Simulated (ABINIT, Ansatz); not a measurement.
# CsCaBr3 (Pm-3m): bands and cutoff in G0W0 with ABINIT

What does each rung of G0W0 on CsCaBr3 (Pm-3m) cost, and what does it buy?

Program: ABINIT 10.8.3. Level of theory: LDA and many-body steps on it, plane waves. Results are calculated unless marked as measured.

### Step 1. Set-up

The structure is cubic, space group Pm-3m (No. 221). The conventional cell has a = 5.709 Å, b = 5.709 Å, c = 5.709 Å, α = 90.00°, β = 90.00°, γ = 90.00°. Nearest to Cs lie 12 Br at 4.04 Å. Nearest to Ca lie 6 Br at 2.85 Å. Nearest to Br lie 2 Ca at 2.85 Å and 4 Cs at 4.04 Å. Farther neighbours and most contacts between anions are not listed.

The cell and positions are those that the Materials Project relaxed with its own functionals (PBE, PBE+U or r2SCAN), kept fixed. Spin-orbit coupling is left out unless a step names it.

### Step 2. Empty states on the mesh, 2×2×2 mesh, 631 bands

This step: ABINIT 10.8.3; DFT, LDA, plane waves, norm-conserving pseudopotentials.

The sums over transitions need many empty states on a uniform mesh; this step solves for them.

File run.abi:

```
acell 3*1.0 Angstrom
rprim 
  5.708665730000 0.000000000000 0.000000000000
  0.000000000000 5.708665730000 0.000000000000
  0.000000000000 0.000000000000 5.708665730000
ntypat 3
znucl 55 20 35
natom 5
typat 1 2 3 3 3
xred 
  0.000000000000 0.000000000000 0.000000000000
  0.500000000000 0.500000000000 0.500000000000
  0.500000000000 0.000000000000 0.500000000000
  0.000000000000 0.500000000000 0.500000000000
  0.500000000000 0.500000000000 0.000000000000
pp_dirpath "pseudos"
pseudos "Cs.upf, Ca.upf, Br.upf"
ecut 30
ngkpt 2 2 2
nshiftk 1
shiftk 0 0 0
kptopt 1
chksymbreak 0
iscf -2
irdden 1
istwfk *1
nband 631
nbdbuf 56
tolwfr 1e-09
nstep 60
prtvol 0
indata_prefix "in"
outdata_prefix "out"
tmpdata_prefix "tmp"
```

Run with:

```sh
OMP_NUM_THREADS=1 mpirun -n 4 abinit run.abi > log
```

Numbers of over 12 decimals in the logs are rounded to 6 here.

The log of the run:

```text
.Version 10.8.3 of ABINIT. v10.8.2 released Aug 2026.

 Symmetries : space group Pm -3 m (#221); Bravais cP (primitive cubic)
[... echo of the input left out ...]
== DATASET  1 ==================================================================
-   mpi_nproc: 4, omp_nthreads: 1 (-1 if OMP is not activated)

--- !DatasetInfo
iteration_state: {dtset: 1, }
dimensions: {natom: 5, nkpt: 4, mband: 631, nsppol: 1, nspinor: 1, nspden: 1, mpw: 9952, }
cutoff_energies: {ecut:  30.0, pawecutdg:  -1.0, }
[...]
4.35160    4.35174    4.36227    4.36227    4.36227    4.37359    4.37359    4.37359
   4.39670    4.39670    4.39670    4.41007    4.42569    4.42570    4.47419    4.47424
   4.47482    4.51483    4.51538    4.51630    4.51759    4.52204    4.54366
 prteigrs : prtvol=0 or 1, do not print more k-points.

== END DATASET(S) ==============================================================
================================================================================

 -outvars: echo values of variables after computation  --------
            nband         631
             nkpt           4
          spgroup         221
 [... the other variables as echoed above ...]

 Calculation completed.
```

Run time: 12 min. Hardware: 4 MPI ranks of Arm Neoverse V1, shared host; peak memory 0.81 GiB; 47 min of CPU time.

Numbers from this step:

```yaml
gap: 4.079 eV
k_of_the_valence_top: 0.5, 0.5, 0.5
k_of_the_conduction_bottom: 0, 0, 0
least_direct_gap: 4.333 eV
k_points_computed: 4
lowest_point_of_the_top_converged_band_above_the_valence_top: 113.8924 eV
```

On this mesh the gap is 4.079 eV.

The density comes from a self-consistent run that is not shown.

### Step 3. Screening, 2×2×2 mesh, 89 bands, screening to 76.2 eV

The RPA dielectric matrix is built and inverted for each q.

This step: RPA screening on LDA, plane waves, norm-conserving pseudopotentials.

run.abi: that of step 2 with these lines changed.

```diff
@@ -23,10 +23,11 @@
 chksymbreak 0
-iscf -2
-irdden 1
 istwfk *1
-nband 631
-nbdbuf 56
-tolwfr 1e-09
-nstep 60
-prtvol 0
+occopt 1
+irdwfk 1
+optdriver 3
+nband 89
+ecuteps 2.8
+inclvkb 2
+awtr 1
+symchi 1
 indata_prefix "in"
```

The log of the run:

```text
.Version 10.8.3 of ABINIT. v10.8.2 released Aug 2026.

 Symmetries : space group Pm -3 m (#221); Bravais cP (primitive cubic)
[... echo of the input left out ...]
== DATASET  1 ==================================================================
-   mpi_nproc: 4, omp_nthreads: 1 (-1 if OMP is not activated)

--- !DatasetInfo
iteration_state: {dtset: 1, }
dimensions: {natom: 5, nkpt: 4, mband: 89, nsppol: 1, nspinor: 1, nspden: 1, mpw: 9952, }
cutoff_energies: {ecut:  30.0, pawecutdg:  -1.0, }
electrons: {nelect:   4.00000000E+01, charge:   0.00000000E+00, occopt:   1.00000000E+00, tsmear:   1.00000000E-02, }

 SCREENING: Calculation of the susceptibility and dielectric matrices

 Based on a program developped by R.W. Godby, V. Olevano, G. Onida, and L. Reining.
 Incorporated in ABINIT by V. Olevano, G.-M. Rignanese, and M. Torrent.
.Using double precision arithmetic ; gwpc =  8

[... cell and pseudopotentials left out ...]
--------------------------------------------------------------------------------

 ==== K-mesh for the wavefunctions ====
 Number of points in the irreducible wedge :     4
[... list of points left out ...]
 Together with 48 symmetry operations and time-reversal symmetry
 yields     8 points in the full Brillouin Zone.

 ==== Q-mesh for the screening function ====
 Number of points in the irreducible wedge :     4
[... list of points left out ...]
 Together with 48 symmetry operations and time-reversal symmetry
 yields     8 points in the full Brillouin Zone.

 setmesh: FFT mesh size selected  =    36x   36x   36
          total number of points  =        46656

 vcoul_init : cutoff-mode = AUXILIARY_FUNCTION
 q-points for optical limit:   1
     1)      0.000010    0.000020    0.000030

- screening: taking advantage of time-reversal symmetry
- Maximum band index for partially occupied states nbvw = 20
- Remaining bands to be divided among processors   nbcw = 69
- Number of bands treated by each node ~17

 Number of electrons calculated from density =   40.0000; Expected =   40.0000
 average of density, n =  0.031861
 r_s =    1.9568
 omega_plasma =   17.2181 [eV]

 calculating chi0 at frequencies [eV] :
  1    0.000000E+00    0.000000E+00
  2    0.000000E+00    1.721811E+01

--------------------------------------------------------------------------------
  q-point number  1        q = ( 0.000000, 0.000000, 0.000000) [r.l.u.]
--------------------------------------------------------------------------------
[... chi0 elements left out ...]
 For q-point:  0.000010 0.000020 0.000030
  dielectric constant =   3.2032
  dielectric constant without local fields =   3.7695

  Average fulfillment of the sum rule on Im[epsilon] for q-point    1 :     59.10  [%]
[... wings left out ...]
  q-point number  2        q = ( 0.500000, 0.000000, 0.000000) [r.l.u.]
--------------------------------------------------------------------------------
[... chi0 elements left out ...]
  Average fulfillment of the sum rule on Im[epsilon] for q-point    2 :     69.53  [%]

 [... 2 further q-points ...]
```

Elapsed: 22 s, on 4 MPI ranks; peak memory 1.3 GiB.

Numbers from this step:

```
ε∞ with local fields, on this mesh, along the program's q direction : 3.203
the same without local fields                                       : 3.769
plasma frequency                                                    : 17.22 eV
plane waves in the screening matrix                                 : 257
```

Local fields lower ε∞ by 15 %. On a Γ-centred mesh this coarse the value itself is usually too large, while a short band sum pulls it down.

### Step 4. 89 bands, 76.2 eV

The self-energy is evaluated for the states that the input lists, and the levels follow from it, in one-shot runs by the linearised quasiparticle equation.

This step: G0W0 on LDA, plane waves, norm-conserving pseudopotentials.

run.abi: that of step 3 with these lines changed.

```diff
@@ -26,8 +26,17 @@
 irdwfk 1
-optdriver 3
+optdriver 4
 nband 89
+gwcalctyp 0
+ecutsigx 30
+symsigma 1
+nkptgw 2
+kptgw 
+  0.5000000000 0.5000000000 0.5000000000
+  0.0000000000 0.0000000000 0.0000000000
+bdgw 
+  18 23
+  18 24
 ecuteps 2.8
-inclvkb 2
-awtr 1
-symchi 1
+irdscr 1
+ppmodel 1
 indata_prefix "in"
```

The log of the run:

```text
.Version 10.8.3 of ABINIT. v10.8.2 released Aug 2026.

 Symmetries : space group Pm -3 m (#221); Bravais cP (primitive cubic)
[... echo of the input left out ...]
== DATASET  1 ==================================================================
-   mpi_nproc: 4, omp_nthreads: 1 (-1 if OMP is not activated)

--- !DatasetInfo
iteration_state: {dtset: 1, }
dimensions: {natom: 5, nkpt: 4, mband: 89, nsppol: 1, nspinor: 1, nspden: 1, mpw: 9952, }
cutoff_energies: {ecut:  30.0, pawecutdg:  -1.0, }
electrons: {nelect:   4.00000000E+01, charge:   0.00000000E+00, occopt:   1.00000000E+00, tsmear:   1.00000000E-02, }

 SIGMA: Calculation of the GW corrections

 Based on a program developped by R.W. Godby, V. Olevano, G. Onida, and L. Reining.
 Incorporated in ABINIT by V. Olevano, G.-M. Rignanese, and M. Torrent.
.Using double precision arithmetic ; gwpc =  8

[... cell and pseudopotentials left out ...]
--------------------------------------------------------------------------------

 ==== K-mesh for the wavefunctions ====
 Number of points in the irreducible wedge :     4
[... list of points left out ...]
 Together with 48 symmetry operations and time-reversal symmetry
 yields     8 points in the full Brillouin Zone.

 ==== Q-mesh for screening function ====
 Number of points in the irreducible wedge :     4
[... list of points left out ...]
 Together with 48 symmetry operations and time-reversal symmetry
 yields     8 points in the full Brillouin Zone.

 vcoul_init : cutoff-mode = AUXILIARY_FUNCTION
 q-points for optical limit:   1
     1)      0.000010    0.000020    0.000030
 setmesh: FFT mesh size selected  =    54x   54x   54
          total number of points  =       157464

 Number of electrons calculated from density =   40.0000; Expected =   40.0000
 average of density, n =  0.031861
 r_s =    1.9568
 omega_plasma =   17.2181 [eV]

 === KS Band Gaps ===
  >>>> For spin  1
   Minimum direct gap =   4.3325 [eV], located at k-point      :   0.0000  0.0000  0.0000
   Fundamental gap    =   4.0789 [eV], Top of valence bands at :   0.5000  0.5000  0.5000
                                       Bottom of conduction at :   0.0000  0.0000  0.0000
 SIGMA fundamental parameters:
 PLASMON POLE MODEL  1
 number of plane-waves for SigmaX                 9795
 number of plane-waves for SigmaC and W            257
 number of plane-waves for wavefunctions          9795
 number of bands                                    89
 number of independent spin polarizations            1
 number of spinorial components                      1
 number of k-points in IBZ                           4
 number of q-points in IBZ                           4
 number of symmetry operations                      48
 number of k-points in BZ                            8
 number of q-points in BZ                            8
 number of frequencies for dSigma/dE                 9
 frequency step for dSigma/dE [eV]                0.25
 number of omega for Sigma on real axis              0
 max omega for Sigma on real axis  [eV]           0.00
 zcut for avoiding poles [eV]                     0.10

 EPSILON^-1 parameters (SCR file):
 dimension of the eps^-1 matrix on file            257
 dimension of the eps^-1 matrix used               257
 number of plane-waves for wavefunctions          9795
 number of bands                                    89
 number of q-points in IBZ                           4
 number of frequencies                               2
 number of real frequencies                          1
 number of imag frequencies                          1

 matrix elements of self-energy operator (all in [eV])

 Perturbative Calculation

--- !SelfEnergy_ee
iteration_state: {dtset: 1, }
kpoint     : [   0.500,    0.500,    0.500, ]
spin       : 1
KS_gap     :    5.719
QP_gap     :    7.958
Delta_QP_KS:    2.239
data: !SigmaeeData |
     Band     E0 <VxcDFT>   SigX SigC(E0)      Z dSigC/dE  Sig(E)    E-E0       E
       18   0.587 -12.794 -16.353   2.617   0.811  -0.233 -13.558  -0.764  -0.177
       19   0.587 -12.794 -16.353   2.617   0.811  -0.233 -13.558  -0.764  -0.177
       20   0.587 -12.794 -16.353   2.617   0.811  -0.233 -13.558  -0.764  -0.177
       21   6.306  -7.934  -3.495  -2.708   0.852  -0.174  -6.459   1.475   7.781
       22   6.306  -7.934  -3.495  -2.708   0.852  -0.174  -6.459   1.475   7.781
       23   6.306  -7.934  -3.495  -2.708   0.852  -0.174  -6.459   1.475   7.781

--- !SelfEnergy_ee
iteration_state: {dtset: 1, }
kpoint     : [   0.000,    0.000,    0.000, ]
spin       : 1
KS_gap     :    4.332
QP_gap     :    6.423
Delta_QP_KS:    2.091
data: !SigmaeeData |
     Band     E0 <VxcDFT>   SigX SigC(E0)      Z dSigC/dE  Sig(E)    E-E0       E
[...]
22   5.101 -11.208  -5.425  -3.040   0.834  -0.200  -8.921   2.286   7.387
       23   5.101 -11.208  -5.425  -3.040   0.834  -0.200  -8.921   2.286   7.387
       24   5.101 -11.208  -5.425  -3.040   0.834  -0.200  -8.921   2.286   7.387

== END DATASET(S) ==============================================================
================================================================================

 -outvars: echo values of variables after computation  --------
           etotal      0.0000000000E+00
            nband          89
             nkpt           4
          spgroup         221
 [... the other variables as echoed above ...]

 Calculation completed.
```

It took 9.1 s on 4 MPI ranks; peak memory 1 GiB.

Numbers from this step:

- G0W0 gap on the points computed: 6.159 eV
- starting gap on the mesh: 4.079 eV
- k of the valence top: 0.5, 0.5, 0.5
- k of the conduction bottom: 0, 0, 0
- Z at the valence top: 0.811
- Z at the conduction bottom: 0.855
- least direct G0W0 gap on the computed points: 6.424 eV

The gap on the mesh goes from 4.08 eV to 6.16 eV, a correction of +2.08 eV.

### Step 5. Screening, 2×2×2 mesh, 246 bands, screening to 141.5 eV

This step: RPA screening on LDA, plane waves, norm-conserving pseudopotentials.

run.abi: that of step 4 with these lines changed.

```diff
@@ -26,17 +26,8 @@
 irdwfk 1
-optdriver 4
-nband 89
-gwcalctyp 0
-ecutsigx 30
-symsigma 1
-nkptgw 2
-kptgw 
-  0.5000000000 0.5000000000 0.5000000000
-  0.0000000000 0.0000000000 0.0000000000
-bdgw 
-  18 23
-  18 24
-ecuteps 2.8
-irdscr 1
-ppmodel 1
+optdriver 3
+nband 246
+ecuteps 5.2
+inclvkb 2
+awtr 1
+symchi 1
 indata_prefix "in"
```

The log of the run:

```text
.Version 10.8.3 of ABINIT. v10.8.2 released Aug 2026.

 Symmetries : space group Pm -3 m (#221); Bravais cP (primitive cubic)
[... echo of the input left out ...]
== DATASET  1 ==================================================================
-   mpi_nproc: 4, omp_nthreads: 1 (-1 if OMP is not activated)

--- !DatasetInfo
iteration_state: {dtset: 1, }
dimensions: {natom: 5, nkpt: 4, mband: 246, nsppol: 1, nspinor: 1, nspden: 1, mpw: 9952, }
cutoff_energies: {ecut:  30.0, pawecutdg:  -1.0, }
electrons: {nelect:   4.00000000E+01, charge:   0.00000000E+00, occopt:   1.00000000E+00, tsmear:   1.00000000E-02, }

 SCREENING: Calculation of the susceptibility and dielectric matrices

 Based on a program developped by R.W. Godby, V. Olevano, G. Onida, and L. Reining.
 Incorporated in ABINIT by V. Olevano, G.-M. Rignanese, and M. Torrent.
.Using double precision arithmetic ; gwpc =  8

[... cell and pseudopotentials left out ...]
--------------------------------------------------------------------------------

 ==== K-mesh for the wavefunctions ====
 Number of points in the irreducible wedge :     4
[... list of points left out ...]
 Together with 48 symmetry operations and time-reversal symmetry
 yields     8 points in the full Brillouin Zone.

 ==== Q-mesh for the screening function ====
 Number of points in the irreducible wedge :     4
[... list of points left out ...]
 Together with 48 symmetry operations and time-reversal symmetry
 yields     8 points in the full Brillouin Zone.

 setmesh: FFT mesh size selected  =    40x   40x   40
          total number of points  =        64000

 vcoul_init : cutoff-mode = AUXILIARY_FUNCTION
 q-points for optical limit:   1
     1)      0.000010    0.000020    0.000030

- screening: taking advantage of time-reversal symmetry
- Maximum band index for partially occupied states nbvw = 20
- Remaining bands to be divided among processors   nbcw = 226
- Number of bands treated by each node ~56

 Number of electrons calculated from density =   40.0000; Expected =   40.0000
 average of density, n =  0.031861
 r_s =    1.9568
 omega_plasma =   17.2181 [eV]

 calculating chi0 at frequencies [eV] :
  1    0.000000E+00    0.000000E+00
  2    0.000000E+00    1.721811E+01

--------------------------------------------------------------------------------
  q-point number  1        q = ( 0.000000, 0.000000, 0.000000) [r.l.u.]
--------------------------------------------------------------------------------
[... chi0 elements left out ...]
 For q-point:  0.000010 0.000020 0.000030
  dielectric constant =   3.2033
  dielectric constant without local fields =   3.7814

  Average fulfillment of the sum rule on Im[epsilon] for q-point    1 :     82.13  [%]
[... wings left out ...]
  q-point number  2        q = ( 0.500000, 0.000000, 0.000000) [r.l.u.]
--------------------------------------------------------------------------------
[... chi0 elements left out ...]
  Average fulfillment of the sum rule on Im[epsilon] for q-point    2 :     86.45  [%]

 [... 2 further q-points ...]
```

The job ended after 93 s (4 MPI ranks; peak memory 2.2 GiB).

This step gave:

```
ε∞ with local fields, on this mesh, along the program's q direction : 3.203
the same without local fields                                       : 3.781
plasma frequency                                                    : 17.22 eV
plane waves in the screening matrix                                 : 739
```

(Continued in part 2 of 2.)

[Paths, hosts, dates, memory and timing lines, banners, echoed tables and standing remarks are left out of the program output.]

[Logs are printed without paths, hosts, clocks, repeated set-up lines and the standing remarks that a program may print on its own settings, such as how far it seeks lower states.]

[Runs of the session that timed out or met a known fault of the program may be left out.]

[Hosts, paths, dates, database ids (printed as entryN), source tags and the programs' standing remarks are cut or masked in the printed files.]

[G0W0 gaps are taken among the corrected bands and points alone; a level outside them can change the order at an edge.]

[Where Ansatz stands beside ABINIT at settings called matched, ABINIT's density can come from a denser mesh and the files from another edition; pairs whose starting gaps differed by over 0.03 eV were left out, so agreement reads better than it is.]
